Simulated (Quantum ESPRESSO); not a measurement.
# KTaO3 (Pm-3m): zone-centre phonons, part 2 of 2

Which modes does KTaO3 (Pm-3m) have at the zone centre?

Quantum ESPRESSO 7.5; DFT LDA, scalar-relativistic, plane waves, PseudoDojo norm-conserving pseudopotentials.

So far. Step 2 (A first look): A gap of 2.1 eV opens on this mesh, so the crystal is taken as an insulator; the start stands at -7.6 GPa. Step 4 (Self-consistent run for the response): The cell stands at -0.004 GPa, close enough for phonons. The relaxed cell has a = 3.939 Å (conventional setting).

## (5) Zone-centre response

At q = 0 one unit cell holds all displacements; symmetry groups them into irreducible representations that are solved one by one. The response to a field gives ε∞ and the Born charges, which polar modes need.

ph.in reads:

```
phonons
&inputph
   prefix = 'x'
   outdir = './tmp'
   fildyn = 'g.dyn'
   tr2_ph = 1.0d-18
   epsil = .true.
/
0.000000000000 0.000000000000 0.000000000000
```

Launch:

```console
$ OMP_NUM_THREADS=1 mpirun -n 8 ph.x -nk 8 -in ph.in > ph.out
```

Output:

```text
[banners, grids, parts of the stress and lines that vanish by symmetry left out]
[banner, memory and clock lines left out]
Program PHONON v.7.5

     ./tmp/x.save/

     IMPORTANT: XC functional enforced from input :
     Exchange-correlation= PW
                           (   1   4   0   0   0   0   0)
     Any further DFT definition will be discarded
     Please, verify this is what you really want

     G-vector sticks info

     Reading collected, re-writing distributed wavefunctions in ./tmp/

     Number and degeneracy of irreps per q-point
       N         xq(1)         xq(2)         xq(3)   N irreps
       1   0.000000000   0.000000000   0.000000000       5
        3   3   3   3   3

     Calculation of q =    0.0000000   0.0000000   0.0000000

     phonons

     bravais-lattice index     =            1
     lattice parameter (alat)  =       7.4429  a.u.
     unit-cell volume          =     412.3043 (a.u.)^3
     number of atoms/cell      =            5
     number of atomic types    =            3
     kinetic-energy cut-off    =      92.0000  Ry
     charge density cut-off    =     368.0000  Ry
     convergence threshold     =      1.0E-18
     beta                      =       0.7000
     number of iterations used =            4
     Exchange-correlation= PW
                           (   1   4   0   0   0   0   0)

     celldm(1)=    7.44285  celldm(2)=    0.00000  celldm(3)=    0.00000
     celldm(4)=    0.00000  celldm(5)=    0.00000  celldm(6)=    0.00000

     crystal axes: (cart. coord. in units of alat)
               a(1) = (  1.0000  0.0000  0.0000 )
               a(2) = (  0.0000  1.0000  0.0000 )
               a(3) = (  0.0000  0.0000  1.0000 )

     reciprocal axes: (cart. coord. in units 2 pi/alat)
               b(1) = (  1.0000  0.0000  0.0000 )
               b(2) = (  0.0000  1.0000  0.0000 )
               b(3) = (  0.0000  0.0000  1.0000 )

     Atoms inside the unit cell:

     Cartesian axes

     site n.  atom      mass           positions (alat units)
        1  K      39.0983   tau(    1) = (    0.50000    0.50000    0.50000  )
        2  Ta    180.9479   tau(    2) = (    0.00000    0.00000    0.00000  )
        3  O      15.9990   tau(    3) = (    0.50000    0.00000    0.00000  )
        4  O      15.9990   tau(    4) = (    0.00000    0.50000    0.00000  )
        5  O      15.9990   tau(    5) = (    0.00000    0.00000    0.50000  )

     Computing dynamical matrix for
                    q = (   0.0000000   0.0000000   0.0000000 )

     49 Sym.Ops. (with q -> -q+G )

     G cutoff =  516.3767  (  49173 G-vectors)     FFT grid: ( 45, 45, 45)
     number of k points=    35
                       cart. coord. in units 2pi/alat
        k(    1) = (   0.0000000   0.0000000   0.0000000), wk =   0.0039062
        k(    2) = (   0.0000000   0.0000000   0.1250000), wk =   0.0234375
        k(    3) = (   0.0000000   0.0000000   0.2500000), wk =   0.0234375
        [... further k-points left out ...]

     PseudoPot. # 1 for K  read from file:
     ./pseudo/K.upf
     Pseudo is Norm-conserving + core correction, Zval =  9.0

     PseudoPot. # 2 for Ta read from file:
     ./pseudo/Ta.upf
     Pseudo is Norm-conserving + core correction, Zval = 13.0

     PseudoPot. # 3 for O  read from file:
     ./pseudo/O.upf
     Pseudo is Norm-conserving + core correction, Zval =  6.0

     Mode symmetry, O_h (m-3m)  point group:

     Electric field:
     Dielectric constant
     Born effective charges as d Force / d E

     Atomic displacements:
     There are    5 irreducible representations

     Representation     1      3 modes -  To be done

     Representation     2      3 modes -  To be done

     Representation     3      3 modes -  To be done

     Representation     4      3 modes -  To be done

     Representation     5      3 modes -  To be done

     Alpha used in Ewald sum =   2.8000

     Electric Fields Calculation

      iter #   1   av.it.:   8.0
      thresh= 1.000E-02 alpha_mix =  0.700 |ddv_scf|^2 =  2.311E-08

      [... iterations left out ...]
      iter #   9   av.it.:  15.3
      thresh= 2.911E-10 alpha_mix =  0.700 |ddv_scf|^2 =  2.001E-19

     End of electric fields calculation

          Dielectric constant in cartesian axis

          (       5.380779011       0.000000000       0.000000000 )
          (       0.000000000       5.380779011       0.000000000 )
          (       0.000000000       0.000000000       5.380779011 )

          Effective charges (d Force / dE) in cartesian axis without acoustic sum rule applied (asr)

           atom    1  K     Mean Z*:        1.15416
      Ex  (        1.15416        0.00000        0.00000 )
      Ey  (        0.00000        1.15416        0.00000 )
      Ez  (        0.00000        0.00000        1.15416 )
           atom    2  Ta    Mean Z*:        8.67333
      Ex  (        8.67333        0.00000        0.00000 )
      Ey  (        0.00000        8.67333        0.00000 )
      Ez  (        0.00000        0.00000        8.67333 )
           atom    3  O     Mean Z*:       -3.27658
      Ex  (       -6.44846        0.00000        0.00000 )
      Ey  (        0.00000       -1.69065        0.00000 )
      Ez  (        0.00000        0.00000       -1.69065 )
           atom    4  O     Mean Z*:       -3.27658
      Ex  (       -1.69065        0.00000        0.00000 )
      Ey  (        0.00000       -6.44846        0.00000 )
      Ez  (        0.00000        0.00000       -1.69065 )
           atom    5  O     Mean Z*:       -3.27658
      Ex  (       -1.69065        0.00000        0.00000 )
      Ey  (        0.00000       -1.69065        0.00000 )
      Ez  (        0.00000        0.00000       -6.44846 )

          Effective charges Sum: Mean:       -0.00226
             -0.00226        0.00000        0.00000
              0.00000       -0.00226        0.00000
              0.00000        0.00000       -0.00226

          Effective charges (d Force / dE) in cartesian axis with asr applied:
           atom    1  K     Mean Z*:        1.15461
      E*x (        1.15461        0.00000        0.00000 )
      E*y (        0.00000        1.15461        0.00000 )
      E*z (        0.00000        0.00000        1.15461 )
           atom    2  Ta    Mean Z*:        8.67378
      E*x (        8.67378        0.00000        0.00000 )
      E*y (        0.00000        8.67378        0.00000 )
      E*z (        0.00000        0.00000        8.67378 )
           atom    3  O     Mean Z*:       -3.27613
      E*x (       -6.44801        0.00000        0.00000 )
      E*y (        0.00000       -1.69020        0.00000 )
      E*z (        0.00000        0.00000       -1.69020 )
           atom    4  O     Mean Z*:       -3.27613
      E*x (       -1.69020        0.00000        0.00000 )
      E*y (        0.00000       -6.44801        0.00000 )
      E*z (        0.00000        0.00000       -1.69020 )
           atom    5  O     Mean Z*:       -3.27613
      E*x (       -1.69020        0.00000        0.00000 )
      E*y (        0.00000       -1.69020        0.00000 )
      E*z (        0.00000        0.00000       -6.44801 )

     Representation #   1 modes #   1   2   3

     Self-consistent Calculation

      iter #   1   av.it.:   8.1
      thresh= 1.000E-02 alpha_mix =  0.700 |ddv_scf|^2 =  5.800E-07

      [... iterations left out ...]
      iter #   9   av.it.:  15.8
      thresh= 1.418E-10 alpha_mix =  0.700 |ddv_scf|^2 =  9.419E-20

     End of self-consistent calculation

     Convergence has been achieved

     Representation #   2 modes #   4   5   6

     Self-consistent Calculation

      iter #   1   av.it.:   8.8
      thresh= 1.000E-02 alpha_mix =  0.700 |ddv_scf|^2 =  1.369E-06

      [... iterations left out ...]
      iter #   9   av.it.:  15.4
      thresh= 2.475E-10 alpha_mix =  0.700 |ddv_scf|^2 =  1.969E-19

     End of self-consistent calculation

     Convergence has been achieved

     Representation #   3 modes #   7   8   9

     Self-consistent Calculation

      iter #   1   av.it.:   7.2
      thresh= 1.000E-02 alpha_mix =  0.700 |ddv_scf|^2 =  6.395E-07

      [... iterations left out ...]
      iter #   8   av.it.:  15.4
      thresh= 6.454E-10 alpha_mix =  0.700 |ddv_scf|^2 =  2.411E-19

     End of self-consistent calculation

     Convergence has been achieved

     Representation #   4 modes #  10  11  12

     Self-consistent Calculation

      iter #   1   av.it.:   8.1
      thresh= 1.000E-02 alpha_mix =  0.700 |ddv_scf|^2 =  7.374E-07

      [... iterations left out ...]
      iter #   9   av.it.:  15.6
      thresh= 1.809E-10 alpha_mix =  0.700 |ddv_scf|^2 =  1.558E-19

     End of self-consistent calculation

     Convergence has been achieved

     Representation #   5 modes #  13  14  15

     Self-consistent Calculation

      iter #   1   av.it.:   8.0
      thresh= 1.000E-02 alpha_mix =  0.700 |ddv_scf|^2 =  2.330E-07

      [... iterations left out ...]
      iter #   7   av.it.:  16.3
      thresh= 2.428E-10 alpha_mix =  0.700 |ddv_scf|^2 =  3.891E-20

     End of self-consistent calculation

     Convergence has been achieved

     Number of q in the star =    1
     List of q in the star:
          1   0.000000000   0.000000000   0.000000000

          Dielectric constant in cartesian axis

          (       5.380779011       0.000000000       0.000000000 )
          (       0.000000000       5.380779011       0.000000000 )
          (       0.000000000       0.000000000       5.380779011 )

          Effective charges (d Force / dE) in cartesian axis without acoustic sum rule applied (asr)

           atom    1  K     Mean Z*:        1.15416
      Ex  (        1.15416        0.00000        0.00000 )
      Ey  (        0.00000        1.15416        0.00000 )
      Ez  (        0.00000        0.00000        1.15416 )
           atom    2  Ta    Mean Z*:        8.67333
      Ex  (        8.67333        0.00000        0.00000 )
      Ey  (        0.00000        8.67333        0.00000 )
      Ez  (        0.00000        0.00000        8.67333 )
           atom    3  O     Mean Z*:       -3.27658
      Ex  (       -6.44846        0.00000        0.00000 )
      Ey  (        0.00000       -1.69065        0.00000 )
      Ez  (        0.00000        0.00000       -1.69065 )
           atom    4  O     Mean Z*:       -3.27658
      Ex  (       -1.69065        0.00000        0.00000 )
      Ey  (        0.00000       -6.44846        0.00000 )
      Ez  (        0.00000        0.00000       -1.69065 )
           atom    5  O     Mean Z*:       -3.27658
      Ex  (       -1.69065        0.00000        0.00000 )
      Ey  (        0.00000       -1.69065        0.00000 )
      Ez  (        0.00000        0.00000       -6.44846 )

          Effective charges Sum: Mean:       -0.00226
             -0.00226        0.00000        0.00000
              0.00000       -0.00226        0.00000
              0.00000        0.00000       -0.00226

          Effective charges (d Force / dE) in cartesian axis with asr applied:
           atom    1  K     Mean Z*:        1.15461
      E*x (        1.15461        0.00000        0.00000 )
      E*y (        0.00000        1.15461        0.00000 )
      E*z (        0.00000        0.00000        1.15461 )
           atom    2  Ta    Mean Z*:        8.67378
      E*x (        8.67378        0.00000        0.00000 )
      E*y (        0.00000        8.67378        0.00000 )
      E*z (        0.00000        0.00000        8.67378 )
           atom    3  O     Mean Z*:       -3.27613
      E*x (       -6.44801        0.00000        0.00000 )
      E*y (        0.00000       -1.69020        0.00000 )
      E*z (        0.00000        0.00000       -1.69020 )
           atom    4  O     Mean Z*:       -3.27613
      E*x (       -1.69020        0.00000        0.00000 )
      E*y (        0.00000       -6.44801        0.00000 )
      E*z (        0.00000        0.00000       -1.69020 )
           atom    5  O     Mean Z*:       -3.27613
      E*x (       -1.69020        0.00000        0.00000 )
      E*y (        0.00000       -1.69020        0.00000 )
      E*z (        0.00000        0.00000       -6.44801 )

     Diagonalizing the dynamical matrix

     q = (    0.000000000   0.000000000   0.000000000 )

 **************************************************************************
     freq (    1) =      -0.034418 [THz] =      -1.148076 [cm-1]
     freq (    2) =      -0.034418 [THz] =      -1.148076 [cm-1]
     freq (    3) =      -0.034418 [THz] =      -1.148076 [cm-1]
     freq (    4) =       2.976521 [THz] =      99.286068 [cm-1]
     freq (    5) =       2.976521 [THz] =      99.286068 [cm-1]
     freq (    6) =       2.976521 [THz] =      99.286068 [cm-1]
     freq (    7) =       5.534043 [THz] =     184.595795 [cm-1]
     freq (    8) =       5.534043 [THz] =     184.595795 [cm-1]
     freq (    9) =       5.534043 [THz] =     184.595795 [cm-1]
     freq (   10) =       7.526541 [THz] =     251.058375 [cm-1]
     freq (   11) =       7.526541 [THz] =     251.058375 [cm-1]
     freq (   12) =       7.526541 [THz] =     251.058375 [cm-1]
     freq (   13) =      16.658903 [THz] =     555.681197 [cm-1]
     freq (   14) =      16.658903 [THz] =     555.681197 [cm-1]
     freq (   15) =      16.658903 [THz] =     555.681197 [cm-1]
 **************************************************************************

     Mode symmetry, O_h (m-3m)  point group:

     freq (   1-   3) =         -1.1  [cm-1]   --> T_1u G_15  G_4- I
     freq (   4-   6) =         99.3  [cm-1]   --> T_1u G_15  G_4- I
     freq (   7-   9) =        184.6  [cm-1]   --> T_1u G_15  G_4- I
     freq (  10-  12) =        251.1  [cm-1]   --> T_2u G_25  G_5-
     freq (  13-  15) =        555.7  [cm-1]   --> T_1u G_15  G_4- I
```

Wall time 9.2 min (8 MPI ranks of Arm Neoverse V2, shared host).

This step gave:

```yaml
miss_of_the_charge_sum_rule: 0.002270 e
largest_acoustic_frequency_at_the_zone_centre_before_the_sum_rule: -1.15 cm⁻¹
highest_optical_zone_centre_mode_no_lo_to_term: 555.7 cm⁻¹
lowest_optical_zone_centre_mode: 99.29 cm⁻¹
mean_high_frequency_dielectric_constant: 5.381
largest_born_charge_in_size_third_of_the_trace: 8.673 e
```

Born charge (rows field, columns displacement), before the sum rule (e), principal values of the symmetric part by kind of site:

```csv
atom,atoms with these values,low,middle,high,mean
K1,1,1.15,1.15,1.15,1.15
Ta2,1,8.67,8.67,8.67,8.67
O3,3,-6.45,-1.69,-1.69,-3.28
```

In full for O3:

```
-6.45  0.00  0.00
 0.00 -1.69  0.00
 0.00  0.00 -1.69
```

High-frequency dielectric tensor:

```
5.38 0.00 0.00
0.00 5.38 0.00
0.00 0.00 5.38
```

The acoustic modes at Γ come out as far as 1.1 cm⁻¹ from zero, where they should vanish, a small numerical error; the Born charges miss their sum rule by 0.0023 e, which is good.

## (6) Modes with the sum rule

A rigid shift of the crystal must cost nothing, but grids and finite bases break this; the acoustic sum rule is imposed before the matrix is diagonalised again. With Born charges the intensities follow, and the static dielectric tensor.

dynmat.in reads:

```
&input
   fildyn = 'g.dyn'
   asr = 'simple'
   fileig = 'dynmat.eig'
   lperm = .true.
/
```

Launch:

```console
$ dynmat.x -in dynmat.in > dynmat.out
```

Output:

```text
[banner, memory and clock lines left out]
Program DYNMAT v.7.5

     Reading Dynamical Matrix from file g.dyn
     ...Force constants read
     ...epsilon and Z* read
     A direction for q was not specified:TO-LO splitting will be absent

     Polarizability (A^3 units)
     multiply by 0.406461 for Clausius-Mossotti correction
        21.299173    0.000000    0.000000
         0.000000   21.299173    0.000000
         0.000000    0.000000   21.299173

     IR activities are in (D/A)^2/amu units

# mode   [cm-1]    [THz]      IR
    1     -0.00   -0.0000    0.0000
    2     -0.00   -0.0000    0.0000
    3      0.00    0.0000    0.0000
    4     99.32    2.9775   44.7649
    5     99.32    2.9775   44.7649
    6     99.32    2.9775   44.7649
    7    184.61    5.5344    5.8641
    8    184.61    5.5344    5.8641
    9    184.61    5.5344    5.8641
   10    251.12    7.5285    0.0000
   11    251.12    7.5285    0.0000
   12    251.12    7.5285    0.0000
   13    555.65   16.6579   27.9444
   14    555.65   16.6579   27.9444
   15    555.65   16.6579   27.9444

Electronic dielectric permittivity tensor (relative, adimensional)
         5.380779    0.000000    0.000000
         0.000000    5.380779    0.000000
         0.000000    0.000000    5.380779

 ... with zone-center polar mode contributions
       172.961164    0.000000    0.000000
         0.000000  172.961164    0.000000
         0.000000    0.000000  172.961164

[end of the log left out, with the tail of the file of modes that dynmat.x writes under the same name]
```

It took 0.47 s on 1 thread.

Read from the output:

| Quantity | Value |
| --- | --- |
| highest optical zone-centre mode (no LO-TO term) | 555.6 cm⁻¹ |
| lowest optical zone-centre mode | 99.32 cm⁻¹ |
| mean static dielectric constant | 173.0 |

Unit eigenvectors of the mass-weighted matrix after the sum rule; no LO-TO term. The modes at Γ (shares of kinetic energy by element, %):

| mode | frequency (cm⁻¹) | symmetry | K % | Ta % | O % |
| --- | --- | --- | --- | --- | --- |
| 1 | 0.0 | acoustic | 15 | 68 | 18 |
| 2 | 0.0 | acoustic | 15 | 68 | 18 |
| 3 | 0.0 | acoustic | 15 | 68 | 18 |
| 4 | 99.3 | T1u | 4 | 27 | 69 |
| 5 | 99.3 | T1u | 4 | 27 | 69 |
| 6 | 99.3 | T1u | 4 | 27 | 69 |
| 7 | 184.6 | T1u | 81 | 5 | 13 |
| 8 | 184.6 | T1u | 81 | 5 | 13 |
| 9 | 184.6 | T1u | 81 | 5 | 13 |
| 10 | 251.1 | T2u | 0 | 0 | 100 |
| 11 | 251.1 | T2u | 0 | 0 | 100 |
| 12 | 251.1 | T2u | 0 | 0 | 100 |
| 13 | 555.6 | T1u | 0 | 0 | 100 |
| 14 | 555.6 | T1u | 0 | 0 | 100 |
| 15 | 555.6 | T1u | 0 | 0 | 100 |

Displacements in mode 5 (99.3 cm⁻¹), the largest set to 1:
```
K1   0.00 -0.01 -0.26
Ta2 -0.01  0.01  0.30
O3   0.02 -0.03 -1.00
O4   0.02 -0.03 -1.00
O5   0.02 -0.03 -0.81
```

Displacements in mode 14 (555.6 cm⁻¹), the largest set to 1:
```
K1   0.00  0.00 -0.01
Ta2  0.00  0.00 -0.01
O3   0.00  0.00 -0.42
O4   0.00  0.00 -0.42
O5   0.00  0.00  1.00
```

Degenerate modes summed, no LO-TO term. Lines of the infrared spectrum (strongest = 100):

```csv
position (cm⁻¹),lines merged,label,"IR intensity, relative"
99,3,T1u,100
185,3,T1u,13
251,3,T2u,0.0
556,3,T1u,62
```

Static dielectric tensor (ions relaxed, fixed cell):

```
173.0   0.0   0.0
  0.0 173.0   0.0
  0.0   0.0 173.0
```

The rule moves no optical mode by more than 0.1 cm⁻¹.

## (7) Modes along a direction of q (1 0 0)

A longitudinal polar mode sets up a macroscopic field that stiffens it; the term hangs on the direction from which q goes to zero.

dynmat.in reads:

```
&input
   fildyn = 'g.dyn'
   asr = 'simple'
   fileig = 'dynmat.eig'
   q(1) = 1.0
   q(2) = 0.0
   q(3) = 0.0
/
```

Launch:

```console
$ dynmat.x -in dynmat.in > dynmat.out
```

Output:

```text
[banner, memory and clock lines left out]
Program DYNMAT v.7.5

     Reading Dynamical Matrix from file g.dyn
     ...Force constants read
     ...epsilon and Z* read

     Polarizability (A^3 units)
     multiply by 0.406461 for Clausius-Mossotti correction
        21.299173    0.000000    0.000000
         0.000000   21.299173    0.000000
         0.000000    0.000000   21.299173

     IR activities are in (D/A)^2/amu units

# mode   [cm-1]    [THz]      IR
    1     -0.00   -0.0000    0.0000
    2      0.00    0.0000    0.0000
    3      0.00    0.0000    0.0000
    4     99.32    2.9775   44.7649
    5     99.32    2.9775   44.7649
    6    175.91    5.2735    0.0341
    7    184.61    5.5344    5.8641
    8    184.61    5.5344    5.8641
    9    251.12    7.5285    0.0000
   10    251.12    7.5285    0.0000
   11    251.12    7.5285    0.0000
   12    400.94   12.0200    6.5860
   13    555.65   16.6579   27.9444
   14    555.65   16.6579   27.9444
   15    818.99   24.5528   71.9533

[end of the log left out, with the tail of the file of modes that dynmat.x writes under the same name]
```

Elapsed: 0.47 s, on 1 thread.

This step gave:

```
highest mode moved by the LO-TO term : 819.0 cm⁻¹
```

Zone-centre frequencies as printed; negative means imaginary. Modes:

| mode | frequency (cm⁻¹) |
| --- | --- |
| 1 | 0 |
| 2 | 0 |
| 3 | 0 |
| 4 | 99.32 |
| 5 | 99.32 |
| 6 | 175.9 |
| 7 | 184.6 |
| 8 | 184.6 |
| 9 | 251.1 |
| 10 | 251.1 |
| 11 | 251.1 |
| 12 | 400.9 |
| 13 | 555.6 |
| 14 | 555.6 |
| 15 | 819 |

The field moves 3 modes; the highest of them now lies at 819 cm⁻¹, where the highest that moved away lay at 556.

## (8) Results

| Property | Result |
| --- | --- |
| space group after relaxation | Pm-3m |
| volume per atom | 12.2 Å³ |
| gap on the k-mesh | 2.17 eV |
| highest optical zone-centre mode (no LO-TO term) | 555.6 cm⁻¹ |
| lowest optical zone-centre mode | 99.3 cm⁻¹ |
| highest mode moved by the LO-TO term | 819.0 cm⁻¹ |
| mean high-frequency dielectric constant | 5.38 |
| largest Born charge in size (third of the trace) | 8.67 e |
| mean static dielectric constant | 173.0 |
| imaginary optical modes at the zone centre (no q mesh in this session) | none |

In words: At the LDA level the optical modes of KTaO3 (Pm-3m) at the zone centre (no LO-TO term) run from 99 to 556 cm⁻¹. Along the directions run, the highest mode that the macroscopic field moves lies at 819 cm⁻¹. Lattice motion raises the mean dielectric constant from 5.381 to 173.0. Of the 12 optical modes, 9 are infrared active alone and 3 are silent. These are harmonic frequencies at zero temperature: anharmonic shifts and linewidths and thermal expansion are left out. Spin-orbit coupling is left out, which can matter for the heavy elements here.

[Host names and launcher messages were left out of these logs when they were recorded.]

[Logs are printed without paths, hosts, clocks, repeated set-up lines and the standing remarks that a program may print on its own settings, such as how far it seeks lower states.]

[Hosts, paths, dates, database ids (printed as entryN), source tags and the programs' standing remarks are cut or masked in the printed files.]
